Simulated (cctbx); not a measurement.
# Interatomic vectors of Cd3In8

Space group Immm (no. 71), a = 4.4210 Å, b = 4.4310 Å, c = 25.9000 Å, α = 90.00°, β = 90.00°, γ = 90.00°, content In16 Cd6.

The data are simulated with cctbx, not measured: Cu Kα, λ = 1.54184 Å, to d = 0.83 Å, 80 % of the full sphere, strongest reflection 20000 counts, noise from counting, a 4 % proportional error and a noise floor of 4 counts (s.d.); no absorption.

Patterson synthesis, origin scaled to 1000:

```text
Patterson group I m m m
      u       v       w   height  length (A)
  0.000   0.000   0.000   1000.0     0.00
  0.000   0.500   0.146    683.9     4.38
  0.000   0.000   0.452    509.7    11.72
  0.000   0.500   0.401    486.0    10.62
  0.000   0.000   0.290    406.3     7.52
  0.000   0.500   0.309    357.4     8.30
  0.000   0.000   0.256    344.2     6.62
  0.000   0.500   0.054    315.8     2.62
  0.000   0.000   0.199    243.7     5.17
  0.000   0.000   0.095    234.2     2.47
  0.000   0.000   0.500    200.4    12.95
  0.000   0.500   0.346    158.8     9.23
  0.000   0.500   0.238    157.5     6.55
  0.000   0.000   0.379     61.7     9.82
```

Q: Assign the vectors.

A peak at u stands for all pairs with xi − xj = u, with weight Σ ZiZj against Σ Z² = 52240 at the origin. Peak heights follow these weights only roughly, since form factors, motion and series ripples differ, all vectors within 0.55 Å of a peak are counted as merged into it though the farther ones add only part of their weight, and F(000) is left out, which lowers the whole map:

| u | v | w | shortest length (Å) | height | 1000 ΣZiZj/ΣZ² | pairs in the cell |
| --- | --- | --- | --- | --- | --- | --- |
| 0.000 | 0.500 | 0.146 | 4.38 | 684 | 728 | 12 × In–In, 4 × Cd–Cd |
| 0.000 | 0.000 | 0.452 | 3.37 | 510 | 540 | 12 × In–Cd |
| 0.000 | 0.500 | 0.401 | 3.39 | 486 | 540 | 12 × In–Cd |
| 0.000 | 0.000 | 0.290 | 6.28 | 406 | 456 | 8 × In–In, 2 × Cd–Cd |
| 0.000 | 0.500 | 0.309 | 5.42 | 357 | 360 | 8 × In–Cd |
| 0.000 | 0.000 | 0.256 | 6.63 | 344 | 360 | 8 × In–Cd |
| 0.000 | 0.500 | 0.054 | 2.62 | 316 | 368 | 8 × In–In |
| 0.000 | 0.000 | 0.199 | 5.15 | 244 | 276 | 6 × In–In |
| 0.000 | 0.000 | 0.095 | 2.46 | 234 | 276 | 6 × In–In |
| 0.000 | 0.000 | 0.500 | 3.13 | 200 | 184 | 4 × In–In |

The table stops at ten peaks or at a height of 45, below which ripples compete. In the model behind the data In, the heaviest element, has 4 independent sites: (1/2, 0, 0.8091), (1/2, 0, 0.9049), (0, 0, 0.5480) and (0, 0, 0.7494), up to an allowed shift of origin; the In–In vectors are differences of these positions and their symmetry mates. Elements of similar Z can't be told apart from the map alone. The whole model:

```csv
atom,mult.,x,y,z,Ueq (Å²)
In1,4,1/2,0,0.8091,0.0216
In2,4,1/2,0,0.9049,0.0298
In3,4,0,0,0.5480,0.0193
In4,4,0,0,0.7494,0.0228
Cd1,4,1/2,0,0.6450,0.0349
Cd2,2,0,0,0,0.0133
```

This is a model crystal, built by substitution and not relaxed, with assumed displacement parameters.

[Logs are printed without paths, hosts, clocks, repeated set-up lines and the standing remarks that a program may print on its own settings, such as how far it seeks lower states.]
